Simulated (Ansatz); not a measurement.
# Lattice dynamics of Li2HgF4 (built on the sites of a database entry of Cs2HgF4), part 2 of 2

Task: relax Li2HgF4 (built on the sites of a database entry of Cs2HgF4), then find its harmonic phonons.

Ansatz 0.2.0; DFT PBEsol, scalar-relativistic, plane waves, PAW.

So far. Step 4 (Relaxing to small forces for the phonons): The largest force component left is 0.59 meV/Å and the pressure is 0.003 GPa, within the tolerances set. The cell now holds 15.96 Å³/atom. The relaxed cell has a = 4.540, c = 10.845 Å (conventional setting).

The structure was built from a prototype and need not be the compound's stable phase.

### Step 5. Linear response at the zone centre

The zone centre is the only wavevector solved here; it holds the modes that light can see, as far as symmetry allows. The response to a homogeneous field gives the Born charges and the dielectric tensor.

The input, input.yaml:

```yaml
crystal:
  lattice:
    - [-2.2698744399, 2.2698744399, 5.4223198673]
    - [2.2698744399, -2.2698744399, 5.4223198673]
    - [2.2698744399, 2.2698744399, -5.4223198673]
  atoms:
    - { symbol: Li, position: [0.3590037198, 0.3590037198, 0.0] }
    - { symbol: Li, position: [0.6409962802, 0.6409962802, 0.0] }
    - { symbol: Hg, position: [0.0, 0.0, 0.0] }
    - { symbol: F, position: [0.2024518664, 0.2024518664, 0.0] }
    - { symbol: F, position: [0.7975481336, 0.7975481336, 0.0] }
    - { symbol: F, position: [0.0, 0.5, 0.5] }
    - { symbol: F, position: [0.5, 0.0, 0.5] }
kpoints:
  mp_grid: { grid: [8, 8, 8] }
hamiltonian:
  xc: pbesol
scf:
  occupations: { method: fixed }
output:
  eigenvalues: true
phonons:
  method: dfpt
  dielectric: true
  rigid_motions: translations
```

Run with:

```sh
$ ansatz run input.yaml --threads 8 --pin off --max-ram 14336MiB --backend cpu --events-out ev --progress --plain --runs-dir out
```

Numbers of over 12 decimals in the logs are rounded to 6 here.

The log of the run:

```text
[...]
Crystal: 7 atoms, lattice volume = 111.750 Å³
Basis set: ecut = 420 eV, 2195 PW (Γ), exchange–correlation on 90×90×90 points (8 copies of the dense FFT grid, shifted against one another)
Bands: 34, of which v1, the nominal top of the filled ones, is band 27 counted from 1 (26 counted from 0)
Symmetry: 16 space group operations
k-points: 260 of 512 (irreducible under 1 space group operation, time reversal used)
[...]
SCF iter   1: F=—  HF=-17278.294836 eV  |F-HF|=—  |Δ(HF+E_count)|=         —  Δρ=1.19e-2  dr2=9.88e-2  ethr=1.77e-3  ⟨swp⟩=4.9  Hψ=30742  notcnv=0  defer=1288
[...]
SCF iter  10: F=-17278.267937 eV  HF=-17278.267937 eV  |F-HF|=4.00e-11  |Δ(HF+E_count)|=  1.67e-10  Δρ=1.18e-7  dr2=2.75e-11  ethr=1.00e-12  ⟨swp⟩=11.8  Hψ=49147  notcnv=0
SCF 1 converged in 10 iterations: F = -17278.267937 eV  dr2 = 2.75e-11
[...]
NSCF: frozen V_eff on 3 k-points
DFPT response loops at Γ: preconditioner auto → none (the input reference at scf.mixing.eps_inf says where Resta's filter doesn't serve); β = 0.50; Broyden in place of MSR1
SCF converged after 10 iterations
Free energy (F): -17278.267937 eV
[...]
Internal energy: -17278.267937 eV  (E = F + TS)
E sigma→0 (E₀):  -17278.267937 eV
Fermi energy:    2.165526 eV
[...]
--- Band table (eV; the first three rows and the last of 260) ---
  k-point 0: bands = [... 23 lower, 0.1366, 0.1366, 0.2677, 0.2677, 3.8734, 8.2831, 9.8974, 10.7517, ... 3 higher]
  k-point 1: bands = [... 23 lower, 0.1139, 0.2112, 0.3035, 0.6876, 4.2082, 8.3510, 9.9960, 10.7488, ... 3 higher]
  k-point 2: bands = [... 23 lower, 0.1793, 0.3821, 0.8562, 1.3236, 5.1434, 8.4756, 9.8320, 10.3811, ... 3 higher]
  k-point 259: bands = [... 23 lower, -0.1925, 0.0425, 0.5663, 0.5663, 4.3592, 7.8453, 8.5098, 11.3664, ... 3 higher]
--- Phonons (Γ-DFPT): 9 representative perturbations + reference, on 260 of 512 k-points (Σ response iterations 35) ---
  k mesh reduced under 1 symmetry operation, with k and −k counted as one. Each operation leaves every solved perturbation unchanged. A smaller set is not considered because the run solves the response to a homogeneous field
  ASR residual: 1.552e-4 → 0.000e0 eV/Å²; symmetrization residual: 3.427e-6 eV/Å²
  ASR residual per site (eV/Å²): 1.32e-4 1.32e-4 9.56e-6 1.55e-4 1.55e-4 8.91e-5 8.91e-5
  Γ frequencies (cm⁻¹): -245.47 -245.47 -175.96 -175.96 -97.06 -97.06 -32.71 0.00 0.00 0.00 83.23 110.37 110.37 115.60 115.60 290.45 347.25 403.23 403.23 622.15 644.14
  ε∞ (high-frequency dielectric tensor):
        2.652687     0.000000     0.000000
        0.000000     2.652687     0.000000
       -0.000000    -0.000000     2.233118
  softest optical mode at Γ: -245.47 cm⁻¹; the repairs (sum rule, projections) moved no ω² at Γ by more than (2.83 cm⁻¹)²
  Born effective charges Z* (e; rows j = field, columns β = displacement):
    site 0:
         1.08389    0.00000   -0.00000
         0.00000    1.08389   -0.00000
        -0.00000   -0.00000    1.23124
    site 1:
         1.08389    0.00000    0.00000
         0.00000    1.08389    0.00000
        -0.00000   -0.00000    1.23124
    site 2:
         2.41186    0.00000   -0.00000
         0.00000    2.41186   -0.00000
         0.00000    0.00000    2.28513
    site 3:
        -0.80051    0.00000    0.00000
         0.00000   -0.80051    0.00000
        -0.00000   -0.00000   -1.68390
    site 4:
        -0.80051    0.00000   -0.00000
         0.00000   -0.80051    0.00000
         0.00000   -0.00000   -1.68390
    site 5:
        -2.03335    0.00000    0.00000
         0.00000   -0.94528    0.00000
        -0.00000   -0.00000   -0.68991
    site 6:
        -0.94528    0.00000    0.00000
         0.00000   -2.03335    0.00000
        -0.00000    0.00000   -0.68991
  Z* charge neutrality: 1.314e-4 e pre-enforcement
  k-mesh period / interband length: 36.3 Å / 1.18 Å = 30.76 at k = (0.1250, -0.1250, 0.1250), direct gap 3.356 eV — 14 or more, which is no proof of convergence
  optical modes at Γ without the LO–TO term, one row a degenerate level:
      ω (cm⁻¹)  modes    IR ((D/Å)²/amu)
       -245.47      2            18.4368
       -175.96      2             0.0000
        -97.06      2             3.0489
        -32.71      1             0.0000
         83.23      1             2.0463
        110.37      2             0.0000
        115.60      2             0.0482
        290.45      1             0.0341
        347.25      1             0.0000
        403.23      2            10.7506
        622.15      1            16.6418
        644.14      1             0.0000
  optical modes at Γ + LO–TO along q̂ = [1.0000, 0.0000, 0.0000]:
      ω (cm⁻¹)  modes    IR ((D/Å)²/amu)
       -245.47      1             9.2184
       -175.96      2             0.0000
       -159.17      1             1.4051
        -97.06      1             1.5245
[...]
optical modes at Γ + LO–TO along q̂ = [0.0000, 1.0000, 0.0000]:
      ω (cm⁻¹)  modes    IR ((D/Å)²/amu)
[...]
optical modes at Γ + LO–TO along q̂ = [0.0000, 0.0000, 1.0000]:
      ω (cm⁻¹)  modes    IR ((D/Å)²/amu)
       -245.47      2            18.4368
       -175.96      2             0.0000
        -97.06      2             3.0489
        -32.71      1             0.0000
        110.37      2             0.0000
        115.60      2             0.0482
        139.63      1             1.0463
        290.85      1             0.0220
        347.25      1             0.0000
        403.23      2            10.7506
        644.14      1             0.0000
        730.95      1            17.6539
```

It took 4.8 min on 8 threads of Arm Neoverse V1, shared host; peak memory 3.7 GiB.

Reading the cycles: dr2 is the Hartree energy of the density residual (eV), the measure of convergence; HF is the Harris–Foulkes estimate of the energy, which meets the free energy F at convergence.

Numbers from this step:

* sum-rule residual before enforcement: 1.55e-4 eV/Å²
* miss of the charge sum rule: 1.31e-4 e
* point group: 4/mmm
* highest optical mode at the zone centre (no LO-TO term): 644.1 cm⁻¹
* lowest optical zone-centre mode: -245.5 cm⁻¹
* mean high-frequency dielectric constant: 2.513
* largest Born charge (third of the trace): 2.370 e
* top of the zone-centre spectrum with the field: 731.0 cm⁻¹

Without the LO-TO term. Patterns of degenerate modes are one choice out of their space. The modes at Γ (shares of kinetic energy by element, %) (negative means imaginary):

```csv
mode,frequency (cm⁻¹),symmetry,Li %,Hg %,F %
1,-245.5,Eu,57,0,42
2,-245.5,Eu,57,0,42
3,-176.0,Eg,91,0,9
4,-176.0,Eg,91,0,9
5,-97.1,Eu,7,1,92
6,-97.1,Eu,7,1,92
7,-32.7,B2u,0,0,100
8,0.0,acoustic,5,69,26
9,0.0,acoustic,5,69,26
10,0.0,acoustic,5,69,26
11,83.2,A2u,1,13,86
12,110.4,Eg,9,0,91
13,110.4,Eg,9,0,91
14,115.6,Eu,31,23,46
15,115.6,Eu,31,23,46
16,290.4,A2u,35,18,47
17,347.2,A1g,25,0,75
18,403.2,Eu,0,6,94
19,403.2,Eu,0,6,94
20,622.1,A2u,60,0,40
21,644.1,A1g,75,0,25
```

Displacements in mode 1 (-245.5 cm⁻¹), the largest set to 1:
```
Li1 -1.00 -0.04  0.00
Li2 -1.00 -0.04  0.00
Hg3 -0.02  0.00  0.00
F4   0.12  0.01  0.00
F5   0.12  0.01  0.00
F6   0.01  0.03  0.00
F7   0.71  0.00  0.00
```

Displacements in mode 12 (110.4 cm⁻¹), the largest set to 1:
```
Li1  0.51  0.01  0.00
Li2 -0.51 -0.01  0.00
Hg3  0.00  0.00  0.00
F4  -1.00 -0.01  0.00
F5   1.00  0.01  0.00
F6   0.00  0.00  0.00
F7   0.00  0.00  0.00
```

Optical modes at the zone centre, without and with the macroscopic field of the longitudinal modes; each column is sorted by frequency, so a row need not hold one and the same mode. Modes with and without the field, by row:

```csv
rank among optical modes,no field (cm⁻¹),"q along (1, 0, 0) (cm⁻¹)","q along (0, 0, 1) (cm⁻¹)"
1,-245.5,-245.5,-245.5
2,-245.5,-176,-245.5
3,-176,-176,-176
4,-176,-159.2,-176
5,-97.1,-97.1,-97.1
6,-97.1,-32.7,-97.1
7,-32.7,83.2,-32.7
8,83.2,110.4,110.4
9,110.4,110.4,110.4
10,110.4,110.9,115.6
11,115.6,115.6,115.6
12,115.6,136.1,139.6
13,290.4,290.4,290.9
14,347.2,347.2,347.2
15,403.2,403.2,403.2
16,403.2,465.8,403.2
17,622.1,622.1,644.1
18,644.1,644.1,731
```

Born charge (rows field, columns displacement) (e), principal values of the symmetric part by kind of site:

```csv
atom,atoms with these values,low,middle,high,mean
Li1,2,1.08,1.08,1.23,1.13
Hg3,1,2.29,2.41,2.41,2.37
F4,2,-1.68,-0.80,-0.80,-1.09
F6,2,-2.03,-0.95,-0.69,-1.22
```

In full for F4:

```
-0.80  0.00  0.00
 0.00 -0.80  0.00
 0.00  0.00 -1.68
```

High-frequency dielectric tensor:

```
2.65 0.00 0.00
0.00 2.65 0.00
0.00 0.00 2.23
```

Transverse modes; imaginary modes are left out. Infrared lines, with heights relative to the strongest:

```csv
position (cm⁻¹),label,relative intensity
83,A2u,12
110,Eg,0.0
116,Eu,0.3
290,A2u,0.2
347,A1g,0.0
403,Eu,65
622,A2u,100
644,A1g,0.0
```

Before it was imposed, the acoustic sum rule was missed by 1.6e-4 eV/Å² and the charge sum rule by 1.3e-4 e. Small misses are needed for a sound result but don't prove that mesh and cutoff are converged. The lowest optical mode is imaginary, 245.5i cm⁻¹, so the energy falls along it.

### Step 6. Another isotope

An isotope changes the mass and not the force constants, so no new electronic calculation is needed; the shifts show which modes move this element.

The same force constants with the mass of Li changed from 6.940 to 6.015 u (phonopy, no LO-TO term). Both lists are sorted by frequency; levels can cross, so a row need not hold one and the same mode. Modes under 3 cm⁻¹ are left out. Isotope shifts, by row:

```csv
q,rank,natural mass (cm⁻¹),changed mass (cm⁻¹)
0 0 0,1,-245.5,-256
0 0 0,2,-245.5,-256
0 0 0,3,-176,-187.9
0 0 0,4,-176,-187.9
0 0 0,5,-97.06,-97.52
0 0 0,6,-97.06,-97.52
0 0 0,7,-32.71,-32.71
0 0 0,11,83.23,83.27
0 0 0,12,110.4,111
0 0 0,13,110.4,111
0 0 0,14,115.6,118.1
0 0 0,15,115.6,118.1
0 0 0,16,290.4,297.3
0 0 0,17,347.2,352.9
0 0 0,18,403.2,403.3
0 0 0,19,403.2,403.3
0 0 0,20,622.1,650.4
0 0 0,21,644.1,680.9
```

A mode of this element alone would shift by +7.41 %. The highest zone-centre frequency without the field goes from 644.1 to 680.9 cm⁻¹ (+5.7 %).

### Step 7. Results

- space group after relaxation (within 0.01 Å): I4/mmm
- volume per atom: 16.0 Å³
- gap on the k-mesh: 1.71 eV
- highest optical mode at the zone centre (no LO-TO term): 644 cm⁻¹
- top of the zone-centre spectrum with the field: 731 cm⁻¹
- lowest optical zone-centre mode: -245 cm⁻¹
- mean high-frequency dielectric constant: 2.51
- largest Born charge (third of the trace): 2.37 e
- imaginary modes at Γ (the only wavevector solved): yes

What this shows: A zone-centre mode is imaginary (245.5i cm⁻¹), so this structure is not a minimum of the energy. Without the field, the optical modes at Γ span -245 to 644 cm⁻¹ (negative means imaginary). No dispersion was computed. The highest mode in this list at Γ, 644.1 cm⁻¹, is mostly motion of Li (75 % of the kinetic energy). With the macroscopic field of the longitudinal modes the top of the zone-centre spectrum lies at 731 cm⁻¹, against 644 cm⁻¹ without it. Among the real modes, the strongest infrared line is at 622 cm⁻¹. Spin-orbit coupling is left out, which can matter for the heavy elements here. The starting cell was built on a prototype and not taken from a measurement, so the phase need not exist. These are harmonic frequencies at zero temperature: anharmonic shifts, linewidths and thermal expansion are left out.

[Logs are printed without paths, hosts, clocks, repeated set-up lines and the standing remarks that a program may print on its own settings, such as how far it seeks lower states.]

[Hosts, paths, dates, database ids (printed as entryN), source tags and the programs' standing remarks are cut or masked in the printed files.]
